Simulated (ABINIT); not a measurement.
# Quasiparticle gap of TiO2 (C2/c) in ABINIT

Aim: the G0W0 gap of TiO2 (C2/c) on LDA, step by step.

Program: ABINIT 10.8.3. Level of theory: LDA and many-body steps on it, plane waves. Results are calculated unless marked as measured.

**1. The starting structure**

Symmetry: C2/c, No. 15, monoclinic system. The conventional cell has a = 5.412 Å, b = 5.413 Å, c = 5.472 Å, α = 90.00°, β = 118.77°, γ = 90.00°. Nearest to Ti lie 6 O at 1.93 to 2.00 Å. Nearest to O lie 3 Ti at 1.93 to 2.00 Å. Farther neighbours and most contacts between anions are not listed.

As a file:

```cif
data_structure
_symmetry_space_group_name_H-M 'P 1'
_symmetry_Int_Tables_number 1
_cell_length_a 3.8273
_cell_length_b 3.8273
_cell_length_c 5.4720
_cell_angle_alpha 109.893
_cell_angle_beta 109.893
_cell_angle_gamma 90.013
_cell_volume 70.26
loop_
_atom_site_label
_atom_site_type_symbol
_atom_site_fract_x
_atom_site_fract_y
_atom_site_fract_z
_atom_site_occupancy
Ti1 Ti 0.13411 0.86589 0.25000 1
Ti2 Ti 0.86589 0.13411 0.75000 1
O3 O 0.33122 0.08876 0.66715 1
O4 O 0.66878 0.91124 0.33285 1
O5 O 0.91124 0.66878 0.83285 1
O6 O 0.08876 0.33122 0.16715 1
```

The cell and positions are those that the Materials Project relaxed with its own functionals (PBE, PBE+U or r2SCAN), kept fixed. This is not the form that TiO2 usually takes at ambient conditions.

**2. Ground state**

This step: ABINIT 10.8.3; DFT, LDA, plane waves, norm-conserving pseudopotentials.

The ground-state density comes first.

The input, run.abi:

```
acell 3*1.0 Angstrom
rprim 
  2.706034000000 -2.706655000000 -0.000000000000
  2.706034000000 2.706655000000 -0.000000000000
  -2.633531000000 -0.000000000000 4.796637000000
ntypat 2
znucl 22 8
natom 6
typat 1 1 2 2 2 2
xred 
  0.134110000000 0.865890000000 0.250000000000
  0.865890000000 0.134110000000 0.750000000000
  0.331221000000 0.088755000000 0.667149000000
  0.668779000000 0.911245000000 0.332851000000
  0.911245000000 0.668779000000 0.832851000000
  0.088755000000 0.331221000000 0.167149000000
pp_dirpath "pseudos"
pseudos "Ti.upf, O.upf"
ecut 38
ngkpt 6 6 4
nshiftk 1
shiftk 0 0 0
kptopt 1
chksymbreak 0
nband 31
occopt 1
tolvrs 1e-10
nstep 60
prtwf 0
indata_prefix "in"
outdata_prefix "out"
tmpdata_prefix "tmp"
```

Run with:

```console
OMP_NUM_THREADS=1 mpirun -n 4 abinit run.abi > log
```

Numbers of over 12 decimals in the logs are rounded to 6 here.

Log:

```text
.Version 10.8.3 of ABINIT. v10.8.2 released Aug 2026.

 Symmetries : space group C2/c (# 15); Bravais mC (1-face-center monocl.)
================================================================================
 Values of the parameters that define the memory need of the present run
     intxc =       0    ionmov =       0      iscf =       7    lmnmax =       6
     lnmax =       6     mgfft =      60  mpssoang =       3    mqgrid =    3001
     natom =       6  nloc_mem =       1    nspden =       1   nspinor =       1
    nsppol =       1      nsym =       4    n1xccc =    2501    ntypat =       2
    occopt =       1   xclevel =       1
-    mband =          31        mffmem =           1         mkmem =          12
       mpw =        5322          nfft =      121500          nkpt =          47
================================================================================
  Rough estimation (10% accuracy) of disk space for files :
================================================================================

--------------------------------------------------------------------------------
------------- Echo of variables that govern the present computation ------------
--------------------------------------------------------------------------------
 -outvars: echo values of preprocessed input variables --------
            acell      1.8897261259E+00  1.8897261259E+00  1.8897261259E+00 Bohr

      chksymbreak           0
             ecut      3.80000000E+01 Hartree
-          fftalg         312

              ixc       -1012
              kpt      0.00000000E+00  0.00000000E+00  0.00000000E+00
                       1.66666667E-01  0.00000000E+00  0.00000000E+00
                       3.33333333E-01  0.00000000E+00  0.00000000E+00
                       5.00000000E-01  0.00000000E+00  0.00000000E+00
                       1.66666667E-01  1.66666667E-01  0.00000000E+00
                       3.33333333E-01  1.66666667E-01  0.00000000E+00
                       5.00000000E-01  1.66666667E-01  0.00000000E+00
                      -3.33333333E-01  1.66666667E-01  0.00000000E+00
                      -1.66666667E-01  1.66666667E-01  0.00000000E+00
   [... 36 further rows ...]
                      -3.33333333E-01  3.33333333E-01  5.00000000E-01
                       5.00000000E-01  5.00000000E-01  5.00000000E-01
         kptrlatt        6    0    0      0    6    0      0    0    4
          kptrlen      4.13626211E+01
P           mkmem          12
            natom           6
            nband          31
            ngfft          45      45      60
             nkpt          47
            nstep          60
             nsym           4
           ntypat           2
              occ      2.000000  2.000000  2.000000  2.000000  2.000000  2.000000
                       2.000000  2.000000  2.000000  2.000000  2.000000  2.000000
                       2.000000  2.000000  2.000000  2.000000  2.000000  2.000000
                       2.000000  2.000000  2.000000  2.000000  2.000000  2.000000
                       0.000000  0.000000  0.000000  0.000000  0.000000  0.000000
                       0.000000
            prtwf           0
            rprim      2.7060340000E+00 -2.7066550000E+00 -0.0000000000E+00
[...]
spgroup          15

           tolvrs      1.00000000E-10

             xred      1.3411000000E-01  8.6589000000E-01  2.5000000000E-01
[...]
znucl       22.00000    8.00000

================================================================================

 chkinp: Checking input parameters for consistency.

================================================================================
== DATASET  1 ==================================================================
-   mpi_nproc: 4, omp_nthreads: 1 (-1 if OMP is not activated)

--- !DatasetInfo
iteration_state: {dtset: 1, }
dimensions: {natom: 6, nkpt: 47, mband: 31, nsppol: 1, nspinor: 1, nspden: 1, mpw: 5322, }
cutoff_energies: {ecut:  38.0, pawecutdg:  -1.0, }
electrons: {nelect:   4.80000000E+01, charge:   0.00000000E+00, occopt:   1.00000000E+00, tsmear:   1.00000000E-02, }

 Real(R)+Recip(G) space primitive vectors, cartesian coordinates (Bohr,Bohr^-1):
 R(1)=  5.1136631 -5.1148367  0.0000000  G(1)=  0.0977773 -0.0977548  0.0536833
 R(2)=  5.1136631  5.1148367  0.0000000  G(2)=  0.0977773  0.0977548  0.0536833
 R(3)= -4.9766523  0.0000000  9.0643303  G(3)=  0.0000000  0.0000000  0.1103225
 Unit cell volume ucvol=  4.7416512E+02 bohr^3
 Angles (23,13,12)=  1.09893361E+02  1.09893361E+02  9.00131471E+01 degrees

 getcut: wavevector=  0.0000  0.0000  0.0000  ngfft=  45  45  60
         ecut(hartree)=     38.000   => boxcut(ratio)=   2.09108

--- Pseudopotential description ------------------------------------------------
- Ti Generated using ONCVPSP code by D. R. Hamann
- 22.00000  12.00000  180309                  znucl, zion, pspdat
12 -1012 2 -1 1568                            pspcod,pspxc,lmax,lloc,mmax
     nproj     2     2     2
  pspatm : epsatm=   14.84363209
         --- l  ekb(1:nproj) -->
[...]
pspatm: atomic psp has been read  and splines computed

- O Generated using ONCVPSP code by D. R. Hamann
-  8.00000   6.00000  201201                  znucl, zion, pspdat
[...]
ETOT 13  -185.09366594535    -2.003E-10 1.745E-03 2.936E-07
 ETOT 14  -185.09366594539    -4.741E-11 1.140E-03 1.942E-08
 ETOT 15  -185.09366594540    -6.310E-12 1.601E-03 1.876E-09
 ETOT 16  -185.09366594540     2.501E-12 9.846E-04 1.798E-10
 ETOT 17  -185.09366594540     2.188E-12 1.258E-03 1.839E-13

 At SCF step   17       vres2   =  1.84E-13 < tolvrs=  1.00E-10 =>converged.

 Cartesian components of stress tensor (hartree/bohr^3)
  sigma(1 1)=  4.66610861E-04  sigma(3 2)=  0.00000000E+00
  sigma(2 2)=  4.67699845E-04  sigma(3 1)=  1.62591846E-05
  sigma(3 3)=  4.60263182E-04  sigma(2 1)=  0.00000000E+00

--- !ResultsGS
iteration_state: {dtset: 1, }
comment   : Summary of ground state results
lattice_vectors:
- [  5.1136631,  -5.1148367,  -0.0000000, ]
- [  5.1136631,   5.1148367,  -0.0000000, ]
- [ -4.9766523,  -0.0000000,   9.0643303, ]
lattice_lengths: [   7.23264,    7.23264,   10.34066, ]
lattice_angles: [109.893, 109.893,  90.013, ] # degrees, (23, 13, 12)
lattice_volume:   4.7416512E+02
convergence: {deltae:  2.188E-12, res2:  1.839E-13, residm:  1.258E-03, diffor: null, }
etotal    :  -1.85093666E+02
entropy   :   0.00000000E+00
fermie    :   1.25054747E-01
cartesian_stress_tensor: # hartree/bohr^3
- [  4.66610861E-04,   0.00000000E+00,   1.62591846E-05, ]
- [  0.00000000E+00,   4.67699845E-04,   0.00000000E+00, ]
- [  1.62591846E-05,   0.00000000E+00,   4.60263182E-04, ]
pressure_GPa:  -1.3677E+01
xred      :
- [  1.3411E-01,   8.6589E-01,   2.5000E-01, Ti]
- [  8.6589E-01,   1.3411E-01,   7.5000E-01, Ti]
- [  3.3122E-01,   8.8755E-02,   6.6715E-01,  O]
- [  6.6878E-01,   9.1124E-01,   3.3285E-01,  O]
- [  9.1124E-01,   6.6878E-01,   8.3285E-01,  O]
- [  8.8755E-02,   3.3122E-01,   1.6715E-01,  O]
cartesian_forces: # hartree/bohr
- [ -7.88031543E-20,   1.07939662E-03,  -4.43571942E-20, ]
- [  7.88031543E-20,  -1.07939662E-03,   4.43571942E-20, ]
- [  4.01328608E-04,  -1.09076428E-03,  -6.97203660E-03, ]
- [ -4.01328608E-04,   1.09076428E-03,   6.97203660E-03, ]
- [ -4.01328608E-04,  -1.09076428E-03,   6.97203660E-03, ]
- [  4.01328608E-04,   1.09076428E-03,  -6.97203660E-03, ]
force_length_stats: {min:   1.07939662E-03, max:   7.06824771E-03, mean:   5.07196402E-03, }

 Integrated electronic density in atomic spheres:
 ------------------------------------------------
 Atom  Sphere_radius  Integrated_density
[...]
================================================================================

 ----iterations are completed or convergence reached----

 Mean square residual over all n,k,spin=   45.535E-07; max=  12.581E-04
 reduced coordinates (array xred) for    6 atoms
[...]
0.865890000000      0.134110000000      0.750000000000
       0.331221000000      0.088755000000      0.667149000000
       0.668779000000      0.911245000000      0.332851000000
       0.911245000000      0.668779000000      0.832851000000
       0.088755000000      0.331221000000      0.167149000000
 rms dE/dt=  3.1096E-02; max dE/dt=  6.5194E-02; dE/dt below (all hartree)
    1       0.005520937414     -0.005520937414      0.000000000000
    2      -0.005520937414      0.005520937414      0.000000000000
    3      -0.007631340438      0.003526821810      0.065194115263
    4       0.007631340438     -0.003526821810     -0.065194115263
    5      -0.003526821810      0.007631340438     -0.065194115263
    6       0.003526821810     -0.007631340438      0.065194115263

 cartesian coordinates (angstrom) at end:
    1      2.047651     1.980676     1.199159
    2      0.730886    -1.980676     3.597478
    3     -0.620488    -0.656272     3.200072
    4      3.399025     0.656272     1.596565
[...]
cartesian forces (hartree/bohr) at end:
[...]
frms,max,avg= 3.3513737E-03 6.9720366E-03   0.000E+00  0.000E+00  0.000E+00 h/b

 cartesian forces (eV/Angstrom) at end:
[...]
2      0.000000    -0.055505     0.000000
    3      0.020637    -0.056089    -0.358517
    4     -0.020637     0.056089     0.358517
    5     -0.020637    -0.056089     0.358517
    6      0.020637     0.056089    -0.358517
 frms,max,avg= 1.7233456E-01 3.5851654E-01   0.000E+00  0.000E+00  0.000E+00 e/A
 length scales=  1.889726125908  1.889726125908  1.889726125908 bohr
              =  1.000000000000  1.000000000000  1.000000000000 angstroms
 prteigrs : about to open file out_EIG
 Fermi (or HOMO) energy (hartree) =   0.12505   Average Vxc (hartree)=  -0.41426
 Eigenvalues (hartree) for nkpt=  47  k points:
 kpt#   1, nband= 31, wtk=  0.00694, kpt=  0.0000  0.0000  0.0000 (reduced coord)
  -1.92702   -1.92495   -1.07352   -1.06526   -1.06525   -1.06288   -1.06281   -1.05995
  -0.50657   -0.46879   -0.46403   -0.45157   -0.01590   -0.01327   -0.01249    0.00103
   0.04983    0.05048    0.05214    0.09529    0.09628    0.09831    0.10877    0.10898
   0.19853    0.22586    0.26380    0.26410    0.26627    0.26672    0.31422
 prteigrs : prtvol=0 or 1, do not print more k-points.

--- !EnergyTerms
iteration_state     : {dtset: 1, }
comment             : Components of total free energy in Hartree
kinetic             :  8.97099436057062E+01
hartree             :  5.05933813850351E+01
xc                  : -3.36162859201778E+01
Ewald energy        : -1.20907976936859E+02
psp_core            :  5.54638260891559E+00
local_psp           : -1.67097302378080E+02
non_local_psp       : -9.32180830993681E+00
total_energy        : -1.85093665945396E+02
total_energy_eV     : -5.03665523572476E+03
band_energy         : -2.33335846667095E+01

 Cartesian components of stress tensor (hartree/bohr^3)
  sigma(1 1)=  4.66610861E-04  sigma(3 2)=  0.00000000E+00
  sigma(2 2)=  4.67699845E-04  sigma(3 1)=  1.62591846E-05
  sigma(3 3)=  4.60263182E-04  sigma(2 1)=  0.00000000E+00

-Cartesian components of stress tensor (GPa)         [Pressure= -1.3677E+01 GPa]
- sigma(1 1)=  1.37281655E+01  sigma(3 2)=  0.00000000E+00
- sigma(2 2)=  1.37602045E+01  sigma(3 1)=  4.78361727E-01
- sigma(3 3)=  1.35414103E+01  sigma(2 1)=  0.00000000E+00

== END DATASET(S) ==============================================================
================================================================================

 -outvars: echo values of variables after computation  --------
           etotal     -1.8509366595E+02
            nband          31
             nkpt          47
          spgroup          15
 [... the other variables as echoed above ...]

 Calculation completed.
```

It took 2.1 min on 4 MPI ranks of Arm Neoverse V2, shared host; peak memory 0.45 GiB; 8.3 min of CPU time.

This step gave:

```yaml
total_energy: -5036.6552 eV
gap: 1.999 eV
k_of_the_valence_top: 0.5, 0.5, 0
k_of_the_conduction_bottom: 0, 0, 0
least_direct_gap: 2.335 eV
pressure: -13.68 GPa
```

The gap is indirect, with the least direct gap 0.34 eV higher.

The cutoff was set for levels, not for stress, so the pressure can be off by some GPa.

(Continued in part 2 of 3.)

[Paths, hosts, dates, memory and timing lines, banners, echoed tables and standing remarks are left out of the program output.]

[Logs are printed without paths, hosts, clocks, repeated set-up lines and the standing remarks that a program may print on its own settings, such as how far it seeks lower states.]

[Runs of the session that timed out or met a known fault of the program may be left out.]

[Hosts, paths, dates, database ids (printed as entryN), source tags and the programs' standing remarks are cut or masked in the printed files.]

[G0W0 gaps are taken among the corrected bands and points alone; a level outside them can change the order at an edge.]

[Where Ansatz stands beside ABINIT at settings called matched, ABINIT's density can come from a denser mesh and the files from another edition; pairs whose starting gaps differed by over 0.03 eV were left out, so agreement reads better than it is.]
